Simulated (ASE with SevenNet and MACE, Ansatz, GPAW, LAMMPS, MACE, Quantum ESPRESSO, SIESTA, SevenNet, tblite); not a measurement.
# Machine-learned potentials runs on rapidly quenched Si24Mg76 (at. %) (110 atoms)

Aim: run rapidly quenched Si24Mg76 (at. %) (110 atoms) in machine-learned potentials and see how near its forces come to a plane-wave reference, and at what cost.

Method: the method is named at each step, in ASE with SevenNet and MACE.

## Step 1: The structure

The cell holds 110 atoms: 26 Si and 84 Mg. Its edges and angles: a = 13.533 Å, b = 13.533 Å, c = 13.533 Å, α = 90.0°, β = 90.0°, γ = 90.0°. 110 atoms (26 Si, 84 Mg) placed at random at 1.75 g/cm³, melted at 2000 K for 10 ps at fixed volume with the MEAM Al-Si-Mg-Cu-Fe potential (Jelinek et al., Phys. Rev. B 85, 245102 (2012)). Quenched from 2000 K to 300 K at 5 K/ps and zero pressure, held 5 ps.

The yardstick, on the same geometry:

* method: Kohn-Sham DFT, PBE, PAW, plane waves (Ansatz 0.2.0); cutoff 420 eV, Γ point, fermi-dirac smearing of 0.05 eV; PAW set soft_2
* r.m.s. force component: 0.3333 eV/Å
* longest force: 1.45 eV/Å
* pressure: -1.248 GPa
* SCF cycles: 9
* time: 49 s on 4 threads of Arm Neoverse V2, shared host
* CPU time: 3.1 min

## Step 2: SevenNet l3i5 potential

Method: machine-learned interatomic potential SevenNet l3i5, trained on PBE(+U) plane-wave data.

Contents of run.py:

```python
import numpy as np
from ase.io import read
import mlip  # loads the published weights by name

atoms = read("structure.xyz")
atoms.calc = mlip.calc("7net-l3i5")
energy = atoms.get_potential_energy()
forces = atoms.get_forces()
print(f"energy {energy:.6f} eV")
print("forces (eV/A)")
for i, (a, f) in enumerate(zip(atoms, forces)):
    print(f"{i:4d} {a.symbol:2s} {f[0]:10.5f} {f[1]:10.5f} {f[2]:10.5f}")
stress = -atoms.get_stress(voigt=False) * 160.21766
print("stress (GPa, compression positive)")
for row in stress:
    print(" ".join(f"{x:10.4f}" for x in row))
```

Contents of structure.xyz:

```xyz
110
Lattice="13.53281 0.00000 0.00000 0.00000 13.53281 0.00000 0.00000 0.00000 13.53281" Properties=species:S:1:pos:R:3 pbc="T T T"
Si 2.56244 12.27751 9.59747
Si 6.23226 12.58308 9.11164
Si 12.96606 9.26429 11.71914
Si 6.62418 7.31029 9.52656
Si 9.44468 1.83045 11.00745
Si 9.93484 1.51216 6.38153
Si 12.92627 0.76460 4.46380
Si 12.98690 10.06597 6.36191
Si 2.24239 2.52630 7.25169
Si 4.48450 6.16122 0.34901
Si 1.80325 10.46966 2.26539
Si 12.05936 0.34103 1.78998
Si 6.06270 8.48900 1.44909
Si 11.27242 8.80187 1.62719
Si 6.33714 0.90156 13.52564
Si 4.21033 9.49665 6.80213
Si 10.43298 11.13074 9.74444
Si 0.96814 6.88143 9.12883
Si 5.56577 3.71273 9.10569
Si 3.84981 6.46435 4.98779
Si 2.11166 2.51372 2.02640
Si 9.29163 4.44201 1.70906
Si 5.07250 1.44923 3.29876
Si 9.08336 11.60466 4.91282
Si 7.85918 8.86900 5.53641
Si 10.71677 7.89721 11.43387
Mg 10.56804 9.07402 4.20681
Mg 4.70942 12.52651 11.73024
Mg 1.81204 7.77027 6.19207
Mg 8.99824 6.29682 6.12982
Mg 10.51161 10.32242 12.59918
Mg 6.97792 11.32087 13.39112
Mg 4.85070 1.92788 6.15337
Mg 12.61150 11.53401 3.78540
Mg 4.53918 12.40566 7.11203
Mg 2.36743 0.96340 4.77519
Mg 1.72476 6.09937 3.41798
Mg 1.27587 13.21195 2.37650
Mg 5.44398 6.14890 2.78952
Mg 4.94949 8.74030 4.32928
Mg 10.31796 3.09008 8.72149
Mg 6.11074 7.20852 6.68670
Mg 1.35585 12.72003 12.39348
Mg 8.32444 6.63635 3.15314
Mg 8.14364 9.61533 11.02532
Mg 4.80266 3.20971 1.12931
Mg 8.64584 12.46845 7.61532
Mg 0.46336 8.25068 0.70168
Mg 9.96082 4.78940 11.45390
Mg 11.55404 12.56088 6.40264
Mg 4.04049 10.23162 0.40247
Mg 2.31235 4.46190 13.23346
Mg 6.91662 4.12859 6.71972
Mg 3.88987 4.69534 7.08064
Mg 13.07933 6.53026 11.54119
Mg 2.10070 9.95419 11.46026
[... 50 atom lines left out ...]
Mg 1.65439 9.68733 8.43568
Mg 2.48449 7.18335 11.71765
Mg 3.18021 8.02103 1.67861
Mg 10.09236 0.43454 3.78905
```

Launch:

```sh
> OMP_NUM_THREADS=1 python run.py > output.txt
```

Output:

```text
energy -257.461365 eV
forces (eV/A)
   0 Si   -0.47338   -0.23564    0.12429
   1 Si    0.41843    0.51001    0.44698
   2 Si   -0.25154    0.21232    0.24042
   3 Si    0.35672    0.98013    0.22150
   4 Si   -0.13945   -0.08557    0.32595
   5 Si   -0.29726    0.00104    0.41236
   6 Si    0.03701   -0.53317   -0.13381
   7 Si    0.18475   -0.10557   -0.13695
   8 Si   -0.12884   -0.18689   -0.24573
   9 Si    0.17009   -0.39477   -0.94659
  10 Si   -0.18902   -0.29400   -0.12419
  11 Si   -0.18740   -0.21235   -0.04714
  12 Si   -0.28387   -0.23318   -0.50360
  13 Si    0.09817    0.12009    0.16418
  14 Si    0.04814    0.03335   -0.06572
  15 Si   -0.29523    0.31800    0.42012
  16 Si   -0.46099   -0.00704   -0.32173
  17 Si    0.31098   -0.05154   -0.25553
  18 Si   -0.09247   -0.81713   -0.33780
  19 Si    0.18278   -0.69914    0.00761
  20 Si    0.44721    0.26129    0.44130
  21 Si    0.03725    0.07899   -0.16843
  22 Si    0.00719   -0.36724    0.38560
  23 Si    0.30907   -0.02694   -0.23887
[...]
102 Mg   -0.07497    0.01874    0.62020
 103 Mg   -0.19347   -0.08314    0.21414
 104 Mg   -0.22300    0.01820    0.32100
 105 Mg   -0.12566   -0.24156   -0.17918
 106 Mg    0.22381    0.12393   -0.19546
 107 Mg    0.30777   -0.35113    0.26535
 108 Mg   -0.08793   -0.27298    0.44918
 109 Mg   -0.21960   -0.22610    0.12602
stress (GPa, compression positive)
   -1.7519     0.1501    -0.2347
    0.1501    -1.3397     0.3326
   -0.2347     0.3326    -1.7928
```

Elapsed: 9.2 s, on 1 thread of Arm Neoverse V2, shared host; peak memory 1.2 GiB.

Banners, paths, timers and routine set-up lines are dropped from the logs unmarked, and long logs keep their key lines alone; longer cuts are marked.

Numbers from this run, and their distance from the reference:

```
r.m.s. force component                  : 0.3008 eV/Å
r.m.s. difference of force components   : 102.5 meV/Å
longest difference of force vectors     : 443.6 meV/Å
force difference over r.m.s. force      : 30.74 %
slope of forces against the reference's : 0.8598
correlation of force components         : 0.9529
pressure                                : -1.628 GPa
pressure difference                     : -0.3798 GPa
```

Length of the force difference by element (eV/Å):

```
element  atoms  mean  most
     Mg     84  0.13  0.29
     Si     26  0.24  0.44
```

Local excerpt of 9 atoms (numbers count through the whole input) about Si4, which bears the longest force; x, y, z are measured from there.

```
 atom      x      y      z  distance (Å)  bonds     Fx     Fy  Fz (eV/Å)
  Si4   0.00   0.00   0.00          0.00      8   0.36   0.98       0.22
 Mg87   1.25  -2.23  -0.16          2.56      8   0.21  -0.83      -0.09
 Mg75  -2.52   0.06  -0.52          2.58     11  -0.70   0.10      -0.09
Mg105  -1.09   0.92   2.41          2.79     10  -0.22   0.02       0.32
 Mg70   2.76   0.11  -0.50          2.81      9   0.11   0.35       0.11
 Mg42  -0.51  -0.10  -2.84          2.89     10  -0.27  -0.17       0.26
 Mg58  -1.07  -2.15   1.68          2.93      9  -0.16   0.42       0.86
 Mg80   0.49   2.70  -1.28          3.03     11  -0.01  -0.57      -0.38
 Mg45   1.52   2.31   1.50          3.14     10   0.07  -0.41      -0.27
```

Atoms are counted from 1 here, from 0 in the log.

Forces lie 31 % from the reference's, at 0.044 times its CPU time (on 1 against 4 cores).

## Step 3: MACE MP-0b2 small potential

Method: machine-learned interatomic potential MACE MP-0b2 small, trained on PBE(+U) plane-wave data.

run.py, as its differences from that of step 2:

```diff
@@ -5,3 +5,3 @@
 atoms = read("structure.xyz")
-atoms.calc = mlip.calc("7net-l3i5")
+atoms.calc = mlip.calc("mace-mp-0b2-small")
 energy = atoms.get_potential_energy()
```

structure.xyz is that of step 2.

Output:

```text
energy -259.104983 eV
forces (eV/A)
   0 Si   -0.41001   -0.15037    0.15885
   1 Si    0.46962    0.44008    0.42491
   2 Si   -0.16660    0.13919    0.19868
   3 Si    0.36282    0.98687    0.23460
   4 Si   -0.09388   -0.01012    0.35722
   5 Si   -0.25554    0.12149    0.35108
   6 Si   -0.01059   -0.44741   -0.13819
   7 Si    0.13654   -0.11254   -0.10306
   8 Si   -0.13795   -0.19472   -0.18610
   9 Si    0.10524   -0.39034   -0.96449
  10 Si   -0.09401   -0.26602   -0.18321
  11 Si   -0.14938   -0.22380   -0.06460
  12 Si   -0.22679   -0.12450   -0.47132
  13 Si    0.10977    0.07396    0.11479
  14 Si    0.08288   -0.01979   -0.05949
  15 Si   -0.23252    0.29603    0.43987
  16 Si   -0.49344    0.02947   -0.25305
  17 Si    0.25178   -0.03800   -0.18045
  18 Si   -0.12499   -0.79729   -0.35589
  19 Si    0.18938   -0.69864    0.03838
  20 Si    0.35188    0.28933    0.41021
  21 Si    0.06529    0.04617   -0.06390
  22 Si    0.07569   -0.34627    0.43398
  23 Si    0.30392    0.02815   -0.21411
[...]
102 Mg   -0.02011    0.04151    0.57348
 103 Mg   -0.17537   -0.05981    0.23213
 104 Mg   -0.14764    0.05530    0.29914
 105 Mg   -0.07218   -0.21655   -0.13704
 106 Mg    0.20870    0.12530   -0.14728
 107 Mg    0.25694   -0.36048    0.21355
 108 Mg   -0.05491   -0.25415    0.49124
 109 Mg   -0.20475   -0.30629    0.13379
stress (GPa, compression positive)
   -1.4134     0.1717    -0.2720
    0.1717    -1.0523     0.3636
   -0.2720     0.3636    -1.4329
```

Run time: 6.7 s. Hardware: 1 thread; peak memory 0.66 GiB.

Compared with the plane-wave run:

- r.m.s. force component: 0.2838 eV/Å
- r.m.s. difference of force components: 110.1 meV/Å
- longest difference of force vectors: 458.6 meV/Å
- force difference over r.m.s. force: 33.03 %
- slope of forces against the reference's: 0.808
- correlation of force components: 0.9489
- pressure: -1.3 GPa
- pressure difference: -0.0512 GPa

Against the first run (31 %), the force difference from the reference is 33 %, at 0.72 times the CPU time.

## Step 4: MACE MP-0b3 medium potential

Method: machine-learned interatomic potential MACE MP-0b3 medium, trained on PBE(+U) plane-wave data.

run.py, as its differences from that of step 3:

```diff
@@ -5,3 +5,3 @@
 atoms = read("structure.xyz")
-atoms.calc = mlip.calc("mace-mp-0b2-small")
+atoms.calc = mlip.calc("mace-mp-0b3-medium")
 energy = atoms.get_potential_energy()
```

structure.xyz is that of step 3.

Output:

```text
energy -258.942895 eV
forces (eV/A)
   0 Si   -0.39570   -0.14456    0.13272
   1 Si    0.44223    0.38593    0.37272
   2 Si   -0.13883    0.17396    0.20958
   3 Si    0.35968    0.94159    0.17540
   4 Si   -0.11470   -0.04076    0.32494
   5 Si   -0.22143    0.01375    0.37067
   6 Si    0.04448   -0.45500   -0.06049
   7 Si    0.12666   -0.08973   -0.12394
   8 Si   -0.09223   -0.20549   -0.25462
   9 Si    0.10767   -0.40521   -0.89566
  10 Si   -0.08101   -0.27795   -0.13632
  11 Si   -0.17595   -0.22849   -0.08067
  12 Si   -0.23814   -0.15257   -0.40247
  13 Si    0.10388    0.13128    0.07072
  14 Si    0.07833   -0.00231   -0.05006
  15 Si   -0.25375    0.24188    0.38348
  16 Si   -0.47696    0.02006   -0.24491
  17 Si    0.25541   -0.01672   -0.17107
  18 Si   -0.11282   -0.80967   -0.35017
  19 Si    0.21149   -0.65224    0.06200
  20 Si    0.43215    0.25691    0.43846
  21 Si    0.04014    0.06494   -0.07849
  22 Si    0.01379   -0.30692    0.37380
  23 Si    0.27917   -0.01776   -0.20011
[...]
102 Mg   -0.05195   -0.00534    0.55037
 103 Mg   -0.17211   -0.04803    0.22048
 104 Mg   -0.13705    0.05853    0.28373
 105 Mg   -0.09006   -0.18486   -0.12185
 106 Mg    0.21105    0.14882   -0.13483
 107 Mg    0.25847   -0.35482    0.23695
 108 Mg   -0.09363   -0.20954    0.48760
 109 Mg   -0.22234   -0.25503    0.15696
stress (GPa, compression positive)
   -1.5646     0.1759    -0.2700
    0.1759    -1.1832     0.3549
   -0.2700     0.3549    -1.5849
```

Wall time 7 s (1 thread); peak memory 1 GiB.

Compared with the plane-wave run:

* r.m.s. force component: 0.2804 eV/Å
* r.m.s. difference of force components: 107.5 meV/Å
* longest difference of force vectors: 503.1 meV/Å
* force difference over r.m.s. force: 32.25 %
* slope of forces against the reference's: 0.8019
* correlation of force components: 0.9531
* pressure: -1.444 GPa
* pressure difference: -0.1959 GPa

Against the first run (31 %), the force difference from the reference is 32 %, at 0.85 times the CPU time.

## Step 5: Side by side

Differences are against the plane-wave reference, forces as r.m.s. over components; share is that over the reference's r.m.s. force, slope the least-squares factor from reference forces to these. Total energies of different programs have different zeros and aren't compared.

```
                         run  Δ force, r.m.s. (meV/Å)  share (%)  slope  Δ pressure (GPa)  cores  CPU time  memory (GiB)
                   reference                        -          -      -                 -      4   3.1 min           3.6
     SevenNet l3i5 potential                      102       30.7  0.860            -0.380      1     8.2 s           1.2
 MACE MP-0b2 small potential                      110       33.0  0.808           -0.0512      1     5.9 s          0.66
MACE MP-0b3 medium potential                      108       32.3  0.802            -0.196      1       7 s           1.0
```

Times of the machine-learned potentials are mostly Python's start and the loading of weights.

CPU time is summed over cores on a shared host, where runs went side by side, so it is rough. Symmetry, cutoffs, thresholds, outputs and thread counts weren't matched or tuned between programs; memory under MPI is the largest rank's times the ranks.

## Step 6: What came out

| Property | Result |
| --- | --- |
| nearest in forces | SevenNet l3i5 potential, 31 % |
| its CPU time | 8.2 s |

What this shows: Machine-learned potentials differ by 31 % (SevenNet l3i5 potential) to 33 % (MACE MP-0b2 small potential); they were trained on other programs' data. Among those trained on PBE data the slope goes as low as 0.80. Machine-learned potentials mimic data converged in k, so the reference's own k-point error enters their differences. The quench rate of 5 K/ps is many orders above laboratory rates, so the cell is likely richer in defects and strain than a real sample. The network of bonds at the start is that of the classical potential that made the cell, and needn't be the one that DFT or experiment would give. The electronic-structure runs sample only Γ, in a cell whose shortest periodic width is 14 Å, which is coarse for a cell with partly filled levels.

[Also dropped from logs without a mark: logging warnings of Python, and SIESTA's first energy breakdown and zero terms.]

[Logs are printed without paths, hosts, clocks, repeated set-up lines and the standing remarks that a program may print on its own settings, such as how far it seeks lower states.]

[Hosts, paths, dates, database ids (printed as entryN), source tags and the programs' standing remarks are cut or masked in the printed files.]
